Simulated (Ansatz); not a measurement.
# ZrSc2Be2, from a guessed structure to a relaxed one, part 2 of 2

Starting from a made-up structure for ZrSc2Be2, the aim is the relaxed cell, its shortest contacts and, where a second run follows, its electronic structure.

Ansatz 0.2.0; DFT, PBE, plane-wave PAW, files of the set soft_1, scalar-relativistic, no spin, cell and ions relaxed at zero pressure; PAW set soft_1 (the session's first sound run).

So far: The structure; Relaxation of the guess. The relaxed cell has a, b, c = 4.039, 5.733, 7.792 Å (conventional setting).

## 3. Bands of the relaxed cell

With the geometry fixed, one more self-consistent run, with a narrower smearing and the mesh shown in its input, gives the bands, and its pressure, and its forces where symmetry allows any, show how far the geometry depends on these settings.

This step: DFT, PBE, plane-wave PAW, files of the set soft_1, scalar-relativistic, no spin, bands and density of states at the relaxed cell; PAW set soft_1 (Ansatz 0.2.0).

File input.yaml:

```yaml
crystal:
  lattice:
    - [-2.0196825334, 2.8662980885, 3.8961489446]
    - [2.0196825334, -2.8662980885, 3.8961489446]
    - [2.0196825334, 2.8662980885, -3.8961489446]
  atoms:
    - { symbol: Zr, position: [0.0, 0.0, 0.0] }
    - { symbol: Sc, position: [0.6960207204, 0.1960207204, 0.5] }
    - { symbol: Sc, position: [0.3039792796, 0.8039792796, 0.5] }
    - { symbol: Be, position: [0.3081098654, 0.5, 0.8081098654] }
    - { symbol: Be, position: [0.6918901346, 0.5, 0.1918901346] }
kpoints:
  mp_grid: { grid: [10, 10, 10] }
  band_path:
    path:
      - [[0.0, 0.0, 0.0], [-0.31717925, 0.31717925, 0.31717925], [-0.20248355, 0.20248355, 0.43187494], [0.0, 0.0, 0.5], [0.25, 0.25, 0.25], [0.0, 0.5, 0.0], [0.31717925, 0.68282075, -0.31717925], [0.5, 0.5, -0.5], [0.0, 0.0, 0.0], [0.3853043, -0.3853043, 0.3853043], [0.5, 0.0, 0.0], [0.25, 0.25, 0.25]]
      - [[0.20248355, -0.20248355, 0.56812506], [0.3853043, -0.3853043, 0.3853043]]
      - [[0.6146957, 0.3853043, -0.3853043], [0.5, 0.5, -0.5]]
    npoints: 6
scf:
  occupations: { method: fermi_dirac, width: 0.03 }
  n_extra_bands: 9
hamiltonian:
  xc: pbe
  pseudopotentials: { kind: paw, azcp: { folder: soft_1 } }
output:
  forces: true
  stress: true
  write_bands: true
  dos: { projected: true }
  write_density: true
  write_potential: true
  elf: true
  volumetric_format: npy
```

Run with:

```
$ ansatz run input.yaml --threads 4 --pin off --max-ram 8192MiB --backend cpu --events-out ev --progress --plain --runs-dir out
```

Numbers of over 12 decimals in the logs are rounded to 6 here.

Output:

```text
[...]
Crystal: 5 atoms, lattice volume = 90.219 Å³
Basis set: ecut = 420 eV, 1767 PW (Γ), exchange–correlation on 72×72×72 points (8 copies of the dense FFT grid, shifted against one another)
Bands: 28, of which v1, the nominal top of the filled ones, is band 19 counted from 1 (18 counted from 0)
Symmetry: 8 space group operations
[...]
k-points: 171 of 1000
[...]
SCF iter   1: F=—  HF=-8642.022098 eV  |F-HF|=—  |Δ(HF+E_count)|=         —  Δρ=4.81e-2  dr2=5.23e0  ethr=3.10e-3  ⟨swp⟩=5.7  Hψ=19413  notcnv=0
[...]
SCF iter   8: F=-8640.671859 eV  HF=-8640.671859 eV  |F-HF|=2.72e-9  |Δ(HF+E_count)|=   2.21e-8  Δρ=2.75e-6  dr2=6.70e-9  ethr=2.63e-10  ⟨swp⟩=12.1  Hψ=27185  notcnv=0
SCF 1 converged in 8 iterations: F = -8640.671859 eV  dr2 = 6.70e-9
[...]
NSCF: frozen V_eff on 81 k-points
SCF converged after 8 iterations
Free energy (F): -8640.671859 eV
[...]
Internal energy: -8640.652262 eV  (E = F + TS)
E sigma→0 (E₀):  -8640.662061 eV
Entropy (-TS):   -0.019597 eV (-3.919 meV/atom)
Fermi energy:    9.530910 eV
[...]
--- Forces (eV/Å), atoms counted from 1 ---
  atom   1  Zr     0.00000000     0.00000000     0.00000000
  atom   2  Sc     0.00000000     0.00000000    -0.00491589
  atom   3  Sc     0.00000000     0.00000000     0.00491589
  atom   4  Be     0.00000000     0.00913352     0.00000000
  atom   5  Be     0.00000000    -0.00913352     0.00000000
  max |Σ_I F_I| component: 8.67e-19 eV/Å
--- Stress (GPa, compression-positive) ---
        0.007698       0.000000       0.000000
        0.000000      -0.031885       0.000000
        0.000000       0.000000      -0.044886
  P = ⅓ Tr σ = -0.0230 GPa (-0.230 kbar)
--- Band table (eV; the first three rows and the last of 171) ---
  k-point 0: bands = [... 15 lower, 8.4119, 8.7236, 8.8578, 9.0405, 9.3180, 9.9850, 10.0673, 11.0128, ... 5 higher]
  k-point 1: bands = [... 15 lower, 8.2762, 8.7849, 8.9561, 8.9959, 9.2577, 9.9165, 10.3007, 11.0091, ... 5 higher]
  k-point 2: bands = [... 15 lower, 8.4763, 8.6428, 8.9756, 8.9988, 9.2677, 9.9361, 10.5163, 11.0453, ... 5 higher]
  k-point 170: bands = [... 15 lower, 7.9763, 8.6691, 9.5593, 9.8867, 10.0204, 10.0440, 10.9581, 11.0955, ... 5 higher]
```

The job ended after 7 s (4 threads of Arm Neoverse V2, shared host; peak memory 0.64 GiB).

Numbers from this step:

| Item | Value |
| --- | --- |
| free energy | -8640.6719 eV |
| energy at zero smearing | -8640.6621 eV |
| smearing term TS | 0.01960 eV |
| Fermi energy | 9.531 eV |
| pressure | -0.02302 GPa |

From bands.tsv, the bands that come nearest the Fermi level along the path, at its corners, in eV from the Fermi level:

| point | band 16 | band 17 | band 18 | band 19 | band 20 | band 21 | band 22 | band 23 |
| --- | --- | --- | --- | --- | --- | --- | --- | --- |
| Γ | -1.12 | -0.81 | -0.67 | -0.49 | -0.21 | 0.45 | 0.54 | 1.48 |
| X | -2.31 | -1.42 | -0.31 | 0.05 | 0.16 | 0.40 | 0.77 | 2.26 |
| L | -2.25 | -1.13 | -0.29 | -0.09 | 0.04 | 0.25 | 1.18 | 1.70 |
| T | -1.81 | -0.85 | -0.49 | -0.46 | 0.17 | 0.23 | 0.75 | 1.68 |
| W | -1.93 | -0.97 | -0.17 | -0.14 | -0.13 | 0.82 | 1.07 | 1.10 |
| R | -1.02 | -0.74 | -0.43 | -0.06 | 0.11 | 0.38 | 0.51 | 1.55 |
| X1 | -2.31 | -1.42 | -0.31 | 0.05 | 0.16 | 0.40 | 0.77 | 2.26 |
| Z | -1.55 | -0.86 | 0.03 | 0.36 | 0.49 | 0.51 | 1.43 | 1.56 |
| Γ | -1.12 | -0.81 | -0.67 | -0.49 | -0.21 | 0.45 | 0.54 | 1.48 |
| Y | -0.98 | -0.61 | -0.37 | 0.25 | 0.39 | 0.91 | 1.39 | 1.70 |
| S | -0.90 | -0.47 | -0.01 | 0.04 | 0.27 | 0.76 | 0.86 | 0.97 |
| W | -1.93 | -0.97 | -0.17 | -0.14 | -0.13 | 0.82 | 1.07 | 1.10 |
| L1 | -2.25 | -1.13 | -0.29 | -0.09 | 0.04 | 0.25 | 1.18 | 1.70 |
| Y | -0.98 | -0.61 | -0.37 | 0.25 | 0.39 | 0.91 | 1.39 | 1.70 |
| Y1 | -0.98 | -0.61 | -0.37 | 0.25 | 0.39 | 0.91 | 1.39 | 1.70 |
| Z | -1.55 | -0.86 | 0.03 | 0.36 | 0.49 | 0.51 | 1.43 | 1.56 |

Counts of states for the cell as run, both spins, by energy window (eV from the Fermi level):

```
from  to  total
  -8  -7   0.00
  -7  -6   0.04
  -6  -5   0.54
  -5  -4   1.35
  -4  -3   1.13
  -3  -2   2.39
  -2  -1   2.87
  -1   0   5.66
   0   1   4.94
   1   2   3.32
   2   3   5.10
```

Below -8 eV lie 24.0 more states.

ELF in the bc plane of the conventional cell at fractional x = 0.000, with atoms of Zr and Sc and Be within 0.2 Å of it. It is the smooth field of the valence electrons, not physical close to the nuclei.

Ten even steps from '0' (0.01) to '9' (0.75), each cell a mean:
```
6972453112453498
9842322343232269
5322226777312224
2333127537512332
4564128547513555
5676315777325666
5677632232257766
7667875324687777
8643688767874358
9600279888850038
9500179889840028
9621489878962148
7755787556886567
6677753222478776
5677423554236766
5665227768414665
3454128427512544
3223127758412223
7522214675222247
8952432121342389
3973464112563596
```
Columns run along b (5.7 Å), rows up along c (7.8 Å), edges of the conventional cell, whose origin can differ from the input's. Atoms in or near the plane, at fractional coordinates: Zr at (0.00, 0.00), Sc at (0.50, 0.20), Sc at (0.50, 0.80), Be at (0.81, 0.50), Be at (0.19, 0.50).

Electrostatic potential energy in the bc plane of the conventional cell at fractional x = 0.000, with atoms of Zr and Sc and Be within 0.2 Å of it. With pseudopotentials it is smooth inside the atoms' cores, unlike the true potential.

Ten even steps from '0' (-47 eV) to '9' (13 eV), each cell a mean:
```
0048999989999620
1378998667899852
6789985224789987
9999973001589999
9999973001689999
9999986335799999
9999998778999999
9999999999999999
9877899999987789
9743589999974358
9632489999962258
9854689999975479
9988899999998899
9999999889999999
9999997656899999
9999985113689999
9999973001589999
8899974102689998
4689987445899874
0158998888999730
0048999999999610
```
Columns run along b (5.7 Å; values clipped at the 3rd and 97th percentile), rows up along c (7.8 Å), edges of the conventional cell, whose origin can differ from the input's. Atoms in or near the plane, at fractional coordinates: Zr at (0.00, 0.00), Sc at (0.50, 0.20), Sc at (0.50, 0.80), Be at (0.81, 0.50), Be at (0.19, 0.50).

Valence density in the bc plane of the conventional cell at fractional x = 0.000, with atoms of Zr and Sc and Be within 0.2 Å of it. It is the smooth field of the valence electrons, not physical close to the nuclei.

Values in e/Å³, 21 rows by 16 columns, each cell a mean:
```
4.0 3.3 1.2 0.3 0.2 0.2 0.2 0.2 0.2 0.2 0.2 0.2 0.2 0.6 2.3 4.0
2.5 1.6 0.5 0.2 0.2 0.2 0.3 0.6 0.8 0.4 0.2 0.2 0.2 0.3 1.0 2.2
0.6 0.4 0.2 0.1 0.1 0.2 1.2 3.4 4.1 2.2 0.5 0.2 0.1 0.2 0.3 0.5
0.2 0.1 0.1 0.1 0.1 0.4 2.6 6.9 8.0 4.7 1.0 0.2 0.1 0.1 0.1 0.2
0.1 0.1 0.1 0.1 0.1 0.4 2.4 6.5 7.5 4.3 0.9 0.2 0.1 0.1 0.1 0.1
0.1 0.1 0.1 0.1 0.1 0.2 0.8 2.5 3.0 1.5 0.4 0.1 0.1 0.1 0.1 0.1
0.1 0.1 0.1 0.1 0.1 0.1 0.2 0.4 0.4 0.3 0.2 0.1 0.1 0.1 0.1 0.1
0.1 0.1 0.2 0.2 0.2 0.2 0.2 0.2 0.2 0.2 0.2 0.2 0.2 0.2 0.2 0.1
0.2 0.2 0.2 0.2 0.2 0.2 0.2 0.2 0.1 0.2 0.2 0.2 0.2 0.2 0.2 0.2
0.3 0.2 0.2 0.1 0.2 0.2 0.2 0.2 0.2 0.2 0.2 0.2 0.2 0.1 0.2 0.3
0.3 0.3 0.2 0.1 0.2 0.2 0.2 0.2 0.2 0.2 0.2 0.2 0.1 0.1 0.2 0.3
0.2 0.2 0.2 0.2 0.2 0.2 0.2 0.2 0.2 0.2 0.2 0.2 0.2 0.2 0.2 0.2
0.2 0.2 0.2 0.2 0.2 0.2 0.2 0.1 0.1 0.2 0.2 0.2 0.2 0.2 0.2 0.2
0.1 0.1 0.1 0.1 0.2 0.2 0.2 0.2 0.2 0.2 0.2 0.2 0.2 0.1 0.1 0.1
0.1 0.1 0.1 0.1 0.1 0.2 0.4 0.9 1.2 0.6 0.2 0.1 0.1 0.1 0.1 0.1
0.1 0.1 0.1 0.1 0.1 0.3 1.5 4.4 5.3 2.8 0.6 0.1 0.1 0.1 0.1 0.1
0.1 0.1 0.1 0.1 0.1 0.4 2.8 7.3 8.4 5.0 1.1 0.2 0.1 0.1 0.1 0.1
0.3 0.2 0.1 0.1 0.1 0.3 2.0 5.6 6.6 3.7 0.8 0.2 0.1 0.1 0.2 0.2
1.3 0.8 0.3 0.2 0.1 0.2 0.6 1.7 2.1 1.1 0.3 0.2 0.1 0.2 0.5 1.1
3.5 2.5 0.8 0.2 0.2 0.2 0.2 0.3 0.3 0.2 0.2 0.2 0.2 0.4 1.6 3.2
3.9 3.7 1.4 0.3 0.2 0.2 0.1 0.1 0.1 0.1 0.2 0.2 0.2 0.7 2.7 4.1
```
Columns run along b (5.7 Å), rows up along c (7.8 Å), edges of the conventional cell, whose origin can differ from the input's. Atoms in or near the plane, at fractional coordinates: Zr at (0.00, 0.00), Sc at (0.50, 0.20), Sc at (0.50, 0.80), Be at (0.81, 0.50), Be at (0.19, 0.50).

## 4. Results

```yaml
space_group_relaxed: Immm
conventional_cell: a = 4.039, b = 5.733, c = 7.792 Å; α = 90.0°, β = 90.0°, γ = 90.0°
volume_per_atom: 18.04 Å³ (guess 16.01)
```

What this shows: ZrSc2Be2 relaxes to Immm with a = 4.039, b = 5.733 and c = 7.792 Å. The guessed volume was 11 % too small. The space group Immm was held in the relaxation, so the end point is a stationary structure within it and may be a saddle against distortions or other arrangements. Bands cross the Fermi level, so it is a metal or semimetal at this level. On the 10×10×10 mesh with the narrower smearing (relaxed on 9×9×9) the largest force component is 0.009 eV/Å and the largest stress component is 0.045 GPa, within the relaxation's thresholds of 0.015 eV/Å and 0.05 GPa. The cutoff wasn't tested. No dispersion term is used, so weakly bound directions may come out too long. Nothing here tests whether the compound is stable against decomposition.

[Logs are printed without paths, hosts, clocks, repeated set-up lines and the standing remarks that a program may print on its own settings, such as how far it seeks lower states.]

[Hosts, paths, dates, database ids (printed as entryN), source tags and the programs' standing remarks are cut or masked in the printed files.]
